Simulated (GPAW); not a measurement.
**Work function of Mg/Al(111) at several levels**

Aim: the work function of both faces of Mg/Al(111), and its spread over functionals and bases.

Calculated with GPAW 26.7.0; GPAW, PAW setups; slab in vacuum, relaxation, in the first sound run; inputs show where later runs differ.

### Step 1. The structure

The cell holds 5 atoms: 4 Al and 1 Mg. Cell: a = 2.864 Å, b = 2.864 Å, c = 23.364 Å, α = 90.0°, β = 90.0°, γ = 60.0°. Vacuum lies along c.

### Step 2. Relaxing the atoms

The atoms are relaxed first, since the surface dipole, and with it the work function, follows the positions of the outer layers. The lowest 2 atoms are held at bulk positions and keep their forces.

Input file run.py:

```python
import json
import numpy as np
from ase import Atoms
from ase.constraints import FixAtoms
from ase.optimize import BFGS
from gpaw import GPAW, PW

slab = Atoms(
    ['Al', 'Al', 'Al', 'Al', 'Mg'],
    positions=[
        [0.00000, 0.00000, 7.00000],
        [1.43189, 0.82670, 9.33827],
        [2.86378, 1.65341, 11.67654],
        [0.00000, 0.00000, 14.01481],
        [1.43189, 0.00000, 16.36378]],
    cell=[[2.86378, 0.0, 0.0], [1.43189, 2.48011, 0.0], [0.0, 0.0, 23.36378]],
    pbc=[True, True, False])

slab.calc = GPAW(mode=PW(400), xc='PBE', kpts={'size': (13, 13, 1), 'gamma': True},
                 occupations={'name': 'fermi-dirac', 'width': 0.1}, nbands='200%',
                 convergence={'density': 1e-05}, maxiter=200,
                 poissonsolver={'dipolelayer': 'xy'},
                 symmetry={'tolerance': 1e-3, 'extra_ids': [1, 1, 0, 0, 0]}, txt='slab.txt')
result = {}
slab.set_constraint(FixAtoms([0, 1]))
path = []
opt = BFGS(slab, maxstep=0.2)
opt.attach(lambda: path.append((slab.get_potential_energy(), slab.positions.tolist(), slab.get_forces().tolist())))
result['relaxed'] = bool(opt.run(fmax=0.03, steps=40))
result['path'] = path
energy = slab.get_potential_energy()
fermi = slab.calc.get_fermi_level()
v = slab.calc.get_electrostatic_potential().mean((0, 1)) - fermi
n = slab.calc.get_pseudo_density().mean((0, 1))
L = slab.cell[2, 2]
z = np.arange(len(v)) * L / len(v)
low, high = slab.positions[:, 2].min(), slab.positions[:, 2].max()
below, above = np.interp([low - 4.8, high + 4.8], z, v)
slopes = [np.interp(x, z, np.gradient(v, z)) for x in (low - 4.8, high + 4.8)]
eps = np.array([[slab.calc.get_eigenvalues(k, s) for k in range(len(slab.calc.get_ibz_k_points()))]
                for s in range(slab.calc.get_number_of_spins())]) - fermi
top, bottom = eps[eps < 0].max(), eps[eps > 0].min()
dipole = slab.get_dipole_moment()[2]
print(f'energy {energy:.4f} eV, Fermi level {fermi:.4f} eV, dipole {dipole:.5f} e A')
print(f'potential 4.8 A off the faces, from the Fermi level: lower {below:.4f} eV, upper {above:.4f} eV')
print(f'slope of the potential there: lower {slopes[0]:.5f}, upper {slopes[1]:.5f} eV/A')
print(f'nearest levels on the mesh: {top:.4f} and {bottom:.4f} eV')
print('magnetic moment', round(slab.get_magnetic_moment(), 3))
result.update(energy=energy, fermi=fermi, dipole=dipole, below=below, above=above, slopes=slopes, edges=[top, bottom],
              z=z.tolist(), v=v.tolist(), n=n.tolist(), positions=slab.positions.tolist(),
              forces=slab.get_forces(apply_constraint=False).tolist(), moments=slab.get_magnetic_moments().tolist())
json.dump(result, open('result.json', 'w'))
```

On the command line:

```console
$ OMP_NUM_THREADS=1 OPENBLAS_NUM_THREADS=1 python run.py
```

Log:

```text
Step          Energy          fmax
BFGS:    0      -15.638719        0.707954
BFGS:    1      -15.651904        0.636652
BFGS:    2      -15.706634        0.247266
BFGS:    3      -15.710358        0.256170
BFGS:    4      -15.713095        0.228222
BFGS:    5      -15.716311        0.188319
BFGS:    6      -15.718814        0.142325
BFGS:    7      -15.719958        0.078745
BFGS:    8      -15.720333        0.063168
BFGS:    9      -15.720515        0.064610
BFGS:   10      -15.721031        0.076551
BFGS:   11      -15.722127        0.094303
BFGS:   12      -15.724514        0.107034
BFGS:   13      -15.727715        0.107712
BFGS:   14      -15.729786        0.085175
BFGS:   15      -15.730402        0.062339
[...]
BFGS:   32      -15.768390        0.032522
BFGS:   33      -15.768435        0.032125
BFGS:   34      -15.768681        0.032576
BFGS:   35      -15.769225        0.032238
BFGS:   36      -15.770453        0.048778
BFGS:   37      -15.772447        0.063210
BFGS:   38      -15.774662        0.046726
BFGS:   39      -15.775591        0.010563
energy -15.7422 eV, Fermi level 1.5537 eV, dipole 0.01324 e A
potential 4.8 A off the faces, from the Fermi level: lower 4.0862 eV, upper 3.7492 eV
slope of the potential there: lower -0.00105, upper 0.00186 eV/A
nearest levels on the mesh: -0.0750 and 0.0294 eV
magnetic moment 0.0
```

It took 28 min on 1 thread of Intel Xeon Platinum 8488C (Sapphire Rapids), shared host; peak memory 0.24 GiB.

Relaxation path (22 of 40):

```csv
step,energy less that of the first step (eV),largest force (eV/Å)
1,0.0000,0.7080
3,-0.0679,0.2473
5,-0.0742,0.2282
7,-0.0803,0.1423
8,-0.0817,0.0787
10,-0.0824,0.0646
12,-0.0841,0.0943
14,-0.0900,0.1077
16,-0.0928,0.0623
18,-0.0932,0.0659
20,-0.0951,0.0984
21,-0.0988,0.1428
23,-0.1108,0.1659
25,-0.1195,0.0787
27,-0.1202,0.0744
29,-0.1247,0.0800
31,-0.1309,0.0555
33,-0.1317,0.0325
34,-0.1318,0.0321
36,-0.1327,0.0322
38,-0.1361,0.0632
40,-0.1391,0.0106
```

The atoms that moved most (Å):

```csv
atom,dx,dy,dz,length
Mg5,0.000,0.833,0.204,0.857
Al3,0.000,0.008,-0.028,0.029
Al4,0.000,0.009,-0.010,0.013
```

Final coordinates:

```
Al Mg
1.0
     2.86378    0.00000    0.00000
     1.43189    2.48011    0.00000
     0.00000    0.00000   23.36378
Al Mg
4 1
Cartesian
  0.0000 0.0000 7.0000
  1.4319 0.8267 9.3383
  2.8638 1.6618 11.6486
  0.0000 0.0092 14.0050
  1.4319 0.8325 16.5677
```

Numbers from this step:

```yaml
dipole_along_the_normal: 0.01324 e·Å
levels_nearest_the_fermi_level_on_the_mesh: -0.07497, 0.02944 eV from the Fermi level
upper_work_function: 3.749 eV
lower_work_function: 4.086 eV
```

The electrostatic potential energy of an electron (without an applied field's), less the Fermi level, planar mean oscillates, so the rows of the table below give means over windows of 2.38 Å about each position, cut where the curve ends. Its maxima inside the range that stand out by 2 % of the span (Å: eV): 8.2: -0.541, 10.5: -0.614, 12.9: -0.441, 15.3: 0.497. Its minima: 7.0: -15.8, 9.3: -15.9, 11.7: -15.9, 14.0: -15.8, 16.5: -13.0.

Table of electrostatic potential energy of an electron (without an applied field's), less the Fermi level, planar mean by z; means over each step:

```csv
z (Å),"electrostatic potential energy of an electron (without an applied field's), less the Fermi level, planar mean (eV)"
1.19,4.07
3.57,4.05
5.95,-2.82
8.33,-7.24
10.71,-7.40
13.09,-7.10
15.47,-4.89
17.85,-0.720
20.23,3.72
22.61,3.76
```

Pseudo valence density, planar mean against z:

```csv
z (Å),"pseudo valence density, planar mean (e/Å³)"
3,8.8e-5
4,0.00107
5,0.0127
6,0.106
7,0.151
8,0.177
9,0.184
10,0.198
11,0.198
12,0.185
13,0.176
14,0.147
15,0.150
16,0.247
17,0.555
18,0.0387
19,0.00510
20,5.3e-4
21,5.2e-5
```

The relaxation lowered the energy of the cell by 0.139 eV (energies extrapolated to zero smearing; the optimiser's log prints free energies). The largest force left on a free atom is 0.011 eV/Å.

### Step 3. The slab's potential

With the geometry fixed, the planar mean of the potential gives the vacuum level on each side.

This step: GPAW, PAW setups; slab in vacuum (GPAW 26.7.0).

Edit run.py of step 2 so:

```diff
@@ -3,4 +3,2 @@
 from ase import Atoms
-from ase.constraints import FixAtoms
-from ase.optimize import BFGS
 from gpaw import GPAW, PW
@@ -12,5 +10,5 @@
         [1.43189, 0.82670, 9.33827],
-        [2.86378, 1.65341, 11.67654],
-        [0.00000, 0.00000, 14.01481],
-        [1.43189, 0.00000, 16.36378]],
+        [2.86378, 1.66182, 11.64864],
+        [0.00000, 0.00925, 14.00502],
+        [1.43189, 0.83251, 16.56767]],
     cell=[[2.86378, 0.0, 0.0], [1.43189, 2.48011, 0.0], [0.0, 0.0, 23.36378]],
@@ -22,10 +20,4 @@
                  poissonsolver={'dipolelayer': 'xy'},
-                 symmetry={'tolerance': 1e-3, 'extra_ids': [1, 1, 0, 0, 0]}, txt='slab.txt')
+                 symmetry={'tolerance': 1e-3}, txt='slab.txt')
 result = {}
-slab.set_constraint(FixAtoms([0, 1]))
-path = []
-opt = BFGS(slab, maxstep=0.2)
-opt.attach(lambda: path.append((slab.get_potential_energy(), slab.positions.tolist(), slab.get_forces().tolist())))
-result['relaxed'] = bool(opt.run(fmax=0.03, steps=40))
-result['path'] = path
 energy = slab.get_potential_energy()
```

Log:

```text
energy -15.7422 eV, Fermi level 1.5537 eV, dipole 0.01325 e A
potential 4.8 A off the faces, from the Fermi level: lower 4.0862 eV, upper 3.7491 eV
slope of the potential there: lower -0.00105, upper 0.00186 eV/A
nearest levels on the mesh: -0.0750 and 0.0294 eV
magnetic moment 0.0
```

Run time: 50 s. Hardware: 1 thread; peak memory 0.24 GiB.

This step gave:

* dipole along the normal: 0.01325 e·Å

The electrostatic potential energy of an electron (without an applied field's), less the Fermi level, planar mean oscillates, so the rows of the table below give means over windows of 2.38 Å about each position, cut where the curve ends. Its maxima inside the range that stand out by 2 % of the span (Å: eV): 8.2: -0.541, 10.5: -0.614, 12.9: -0.441, 15.3: 0.497. Its minima: 7.0: -15.8, 9.3: -15.9, 11.7: -15.9, 14.0: -15.8, 16.5: -13.0.

The electrostatic potential energy of an electron (without an applied field's), less the Fermi level, planar mean by z; means over each step:

```csv
z (Å),"electrostatic potential energy of an electron (without an applied field's), less the Fermi level, planar mean (eV)"
1.19,4.07
3.57,4.05
5.95,-2.82
8.33,-7.24
10.71,-7.40
13.09,-7.10
15.47,-4.89
17.85,-0.720
20.23,3.72
22.61,3.76
```

The pseudo valence density, planar mean by z:

```csv
z (Å),"pseudo valence density, planar mean (e/Å³)"
3,8.8e-5
4,0.00107
5,0.0127
6,0.106
7,0.151
8,0.177
9,0.184
10,0.198
11,0.198
12,0.185
13,0.176
14,0.147
15,0.150
16,0.247
17,0.555
18,0.0387
19,0.00510
20,5.3e-4
21,5.2e-5
```

Force by atom:

```csv
atom,x (eV/Å),y (eV/Å),z (eV/Å),size
Al1,0.0000,0.0002,-0.0845,0.0845
Al2,0.0000,0.0051,0.0778,0.0780
Al3,0.0000,-0.0048,0.0094,0.0105
Al4,0.0000,-0.0021,0.0052,0.0056
Mg5,0.0000,0.0016,-0.0081,0.0082
```

The potential is flat to 0.002 eV/Å where it is read, so the vacuum is wide enough.

### Step 4. Self-consistent run: xc = "vdW-DF2"

The same geometry under vdW-DF2, to see how far the functional moves the levels against the vacuum (the van der Waals functionals take revPBE setups).

Edit run.py of step 3 so:

```diff
@@ -16,3 +16,3 @@
 
-slab.calc = GPAW(mode=PW(400), xc='PBE', kpts={'size': (13, 13, 1), 'gamma': True},
+slab.calc = GPAW(mode=PW(400), xc='vdW-DF2', kpts={'size': (13, 13, 1), 'gamma': True},
                  occupations={'name': 'fermi-dirac', 'width': 0.1}, nbands='200%',
```

Log:

```text
energy -121.2524 eV, Fermi level 1.4794 eV, dipole 0.01457 e A
potential 4.8 A off the faces, from the Fermi level: lower 4.2507 eV, upper 3.8799 eV
slope of the potential there: lower -0.00356, upper 0.00481 eV/A
nearest levels on the mesh: -0.0862 and 0.0455 eV
magnetic moment 0.0
```

Elapsed: 62 s, on 1 thread; peak memory 0.36 GiB.

Numbers from this step:

| Property | Result |
| --- | --- |
| dipole along the normal | 0.01457 e·Å |
| levels nearest the Fermi level on the mesh | -0.08615, 0.04547 eV from the Fermi level |
| upper work function | 3.880 eV |
| lower work function | 4.251 eV |

Table of electrostatic potential energy of an electron (without an applied field's), less the Fermi level, planar mean by z:

```csv
z (Å),"electrostatic potential energy of an electron (without an applied field's), less the Fermi level, planar mean (eV)"
0.0,4.07
0.5,4.25
1.0,4.25
1.5,4.25
2.0,4.25
2.5,4.25
3.0,4.24
3.5,4.23
4.0,4.20
4.5,4.10
5.0,3.78
5.5,2.83
6.0,-0.0430
6.5,-7.51
7.0,-15.6
7.5,-7.74
8.0,-1.03
8.5,-2.31
9.0,-11.2
9.5,-14.6
10.0,-4.72
10.5,-0.669
11.0,-4.93
11.5,-14.7
12.0,-11.0
12.5,-2.17
13.0,-0.959
13.5,-7.65
14.0,-15.7
14.5,-7.73
15.0,-0.600
15.5,-0.0645
16.0,-4.99
16.5,-12.6
17.0,-7.29
17.5,-0.716
18.0,2.12
18.5,3.24
19.0,3.65
19.5,3.80
20.0,3.85
20.5,3.87
21.0,3.88
21.5,3.88
22.0,3.88
22.5,3.88
23.0,3.90
```

Pseudo valence density, planar mean against z:

```csv
z (Å),"pseudo valence density, planar mean (e/Å³)"
3,1.5e-4
4,0.00140
5,0.0130
6,0.103
7,0.153
8,0.174
9,0.186
10,0.197
11,0.198
12,0.187
13,0.174
14,0.149
15,0.148
16,0.247
17,0.558
18,0.0366
19,0.00538
20,7.1e-4
21,8.9e-5
```

Force by atom:

```csv
atom,x (eV/Å),y (eV/Å),z (eV/Å),size
Al1,0.000,0.000,-0.203,0.203
Al2,0.000,0.005,0.106,0.106
Al3,0.000,-0.004,-0.002,0.005
Al4,0.000,-0.002,0.009,0.009
Mg5,0.000,0.002,0.089,0.089
```

The upper face's work function is 3.880 eV, against 3.749 eV in the first plane-wave PBE run at this geometry.

### Step 5. Self-consistent run: xc = "LDA"

The same geometry under LDA, to see how far the functional moves the levels against the vacuum.

Edit run.py of step 4 so:

```diff
@@ -16,3 +16,3 @@
 
-slab.calc = GPAW(mode=PW(400), xc='vdW-DF2', kpts={'size': (13, 13, 1), 'gamma': True},
+slab.calc = GPAW(mode=PW(400), xc='LDA', kpts={'size': (13, 13, 1), 'gamma': True},
                  occupations={'name': 'fermi-dirac', 'width': 0.1}, nbands='200%',
```

Log:

```text
energy -17.6913 eV, Fermi level 1.3809 eV, dipole 0.01428 e A
potential 4.8 A off the faces, from the Fermi level: lower 4.2514 eV, upper 3.8880 eV
slope of the potential there: lower -0.00098, upper 0.00175 eV/A
nearest levels on the mesh: -0.0768 and 0.0328 eV
magnetic moment 0.0
```

Wall time 45 s (1 thread); peak memory 0.24 GiB.

This step gave:

- dipole along the normal: 0.01428 e·Å
- levels nearest the Fermi level on the mesh: -0.07680, 0.03284 eV from the Fermi level
- upper work function: 3.888 eV

Electrostatic potential energy of an electron (without an applied field's), less the Fermi level, planar mean against z:

```csv
z (Å),"electrostatic potential energy of an electron (without an applied field's), less the Fermi level, planar mean (eV)"
0.0,4.07
0.5,4.25
1.0,4.25
1.5,4.25
2.0,4.25
2.5,4.25
3.0,4.25
3.5,4.24
4.0,4.22
4.5,4.14
5.0,3.87
5.5,2.96
6.0,0.0760
6.5,-7.45
7.0,-15.5
7.5,-7.55
8.0,-0.809
8.5,-2.10
9.0,-11.1
9.5,-14.4
10.0,-4.51
10.5,-0.460
11.0,-4.73
11.5,-14.6
12.0,-10.8
12.5,-1.96
13.0,-0.743
13.5,-7.45
14.0,-15.6
14.5,-7.57
15.0,-0.391
15.5,0.181
16.0,-4.80
16.5,-12.5
17.0,-7.26
17.5,-0.640
18.0,2.24
18.5,3.34
19.0,3.71
19.5,3.83
20.0,3.87
20.5,3.88
21.0,3.89
21.5,3.89
22.0,3.89
22.5,3.89
23.0,3.91
```

The upper face's work function is 3.888 eV, against 3.749 eV in the first plane-wave PBE run at this geometry.

### Step 6. Self-consistent run: xc = "RPBE"

The same geometry under RPBE, to see how far the functional moves the levels against the vacuum.

Edit run.py of step 5 so:

```diff
@@ -16,3 +16,3 @@
 
-slab.calc = GPAW(mode=PW(400), xc='LDA', kpts={'size': (13, 13, 1), 'gamma': True},
+slab.calc = GPAW(mode=PW(400), xc='RPBE', kpts={'size': (13, 13, 1), 'gamma': True},
                  occupations={'name': 'fermi-dirac', 'width': 0.1}, nbands='200%',
```

Log:

```text
energy -14.5745 eV, Fermi level 1.6394 eV, dipole 0.01300 e A
potential 4.8 A off the faces, from the Fermi level: lower 4.0130 eV, upper 3.6821 eV
slope of the potential there: lower -0.00116, upper 0.00205 eV/A
nearest levels on the mesh: -0.0743 and 0.0266 eV
magnetic moment 0.0
```

It took 49 s on 1 thread; peak memory 0.24 GiB.

This step gave:

- dipole along the normal: 0.01300 e·Å
- levels nearest the Fermi level on the mesh: -0.07434, 0.02662 eV from the Fermi level
- upper work function: 3.682 eV
- lower work function: 4.013 eV

The upper face's work function is 3.682 eV, against 3.749 eV in the first plane-wave PBE run at this geometry.

### Step 7. OptPBE vdW: xc = "optPBE-vdW"

The same geometry under optPBE-vdW, to see how far the functional moves the levels against the vacuum (the van der Waals functionals take revPBE setups).

Edit run.py of step 6 so:

```diff
@@ -16,3 +16,3 @@
 
-slab.calc = GPAW(mode=PW(400), xc='RPBE', kpts={'size': (13, 13, 1), 'gamma': True},
+slab.calc = GPAW(mode=PW(400), xc='optPBE-vdW', kpts={'size': (13, 13, 1), 'gamma': True},
                  occupations={'name': 'fermi-dirac', 'width': 0.1}, nbands='200%',
```

Log:

```text
energy -40.7620 eV, Fermi level 1.5205 eV, dipole 0.01404 e A
potential 4.8 A off the faces, from the Fermi level: lower 4.2110 eV, upper 3.8534 eV
slope of the potential there: lower -0.00190, upper 0.00329 eV/A
nearest levels on the mesh: -0.0788 and 0.0294 eV
magnetic moment 0.0
```

Wall time 58 s (1 thread); peak memory 0.36 GiB.

Numbers from this step:

```
dipole along the normal                    : 0.01404 e·Å
levels nearest the Fermi level on the mesh : -0.07876, 0.02943 eV from the Fermi level
upper work function                        : 3.853 eV
lower work function                        : 4.211 eV
```

Electrostatic potential energy of an electron (without an applied field's), less the Fermi level, planar mean against z:

```csv
z (Å),"electrostatic potential energy of an electron (without an applied field's), less the Fermi level, planar mean (eV)"
0.0,4.03
0.5,4.21
1.0,4.21
1.5,4.21
2.0,4.21
2.5,4.21
3.0,4.21
3.5,4.20
4.0,4.17
4.5,4.07
5.0,3.78
5.5,2.84
6.0,-0.0684
6.5,-7.63
7.0,-15.7
7.5,-7.80
8.0,-1.04
8.5,-2.34
9.0,-11.3
9.5,-14.7
10.0,-4.75
10.5,-0.682
11.0,-4.97
11.5,-14.8
12.0,-11.0
12.5,-2.19
13.0,-0.969
13.5,-7.69
14.0,-15.8
14.5,-7.79
15.0,-0.599
15.5,-0.0633
16.0,-5.06
16.5,-12.7
17.0,-7.44
17.5,-0.796
18.0,2.11
18.5,3.24
19.0,3.64
19.5,3.78
20.0,3.83
20.5,3.85
21.0,3.85
21.5,3.85
22.0,3.85
22.5,3.85
23.0,3.87
```

The upper face's work function is 3.853 eV, against 3.749 eV in the first plane-wave PBE run at this geometry.

### Step 8. Self-consistent run: xc = "revPBE"

The same geometry under revPBE, to see how far the functional moves the levels against the vacuum.

Edit run.py of step 7 so:

```diff
@@ -16,3 +16,3 @@
 
-slab.calc = GPAW(mode=PW(400), xc='optPBE-vdW', kpts={'size': (13, 13, 1), 'gamma': True},
+slab.calc = GPAW(mode=PW(400), xc='revPBE', kpts={'size': (13, 13, 1), 'gamma': True},
                  occupations={'name': 'fermi-dirac', 'width': 0.1}, nbands='200%',
```

Log:

```text
energy -14.7323 eV, Fermi level 1.6273 eV, dipole 0.01298 e A
potential 4.8 A off the faces, from the Fermi level: lower 4.0131 eV, upper 3.6829 eV
slope of the potential there: lower -0.00112, upper 0.00197 eV/A
nearest levels on the mesh: -0.0747 and 0.0279 eV
magnetic moment 0.0
```

Elapsed: 49 s, on 1 thread; peak memory 0.24 GiB.

Numbers from this step:

| Quantity | Value |
| --- | --- |
| dipole along the normal | 0.01298 e·Å |
| levels nearest the Fermi level on the mesh | -0.07473, 0.02787 eV from the Fermi level |
| upper work function | 3.683 eV |
| lower work function | 4.013 eV |

The electrostatic potential energy of an electron (without an applied field's), less the Fermi level, planar mean oscillates, so the rows of the table below give means over windows of 2.38 Å about each position, cut where the curve ends. Its maxima inside the range that stand out by 2 % of the span (Å: eV): 8.2: -0.604, 10.5: -0.677, 12.9: -0.502, 15.3: 0.435. Its minima: 7.0: -15.9, 9.3: -16.0, 11.7: -16.0, 14.0: -15.9, 16.5: -13.1.

Electrostatic potential energy of an electron (without an applied field's), less the Fermi level, planar mean against z; means over each step:

```csv
z (Å),"electrostatic potential energy of an electron (without an applied field's), less the Fermi level, planar mean (eV)"
1.19,4.00
3.57,3.98
5.95,-2.89
8.33,-7.32
10.71,-7.48
13.09,-7.18
15.47,-4.97
17.85,-0.790
20.23,3.65
22.61,3.69
```

The upper face's work function is 3.683 eV, against 3.749 eV in the first plane-wave PBE run at this geometry.

[end of part 1 of 2]

[Logs are printed without paths, hosts, clocks, repeated set-up lines and the standing remarks that a program may print on its own settings, such as how far it seeks lower states.]

[Hosts, paths, dates, database ids (printed as entryN), source tags and the programs' standing remarks are cut or masked in the printed files.]
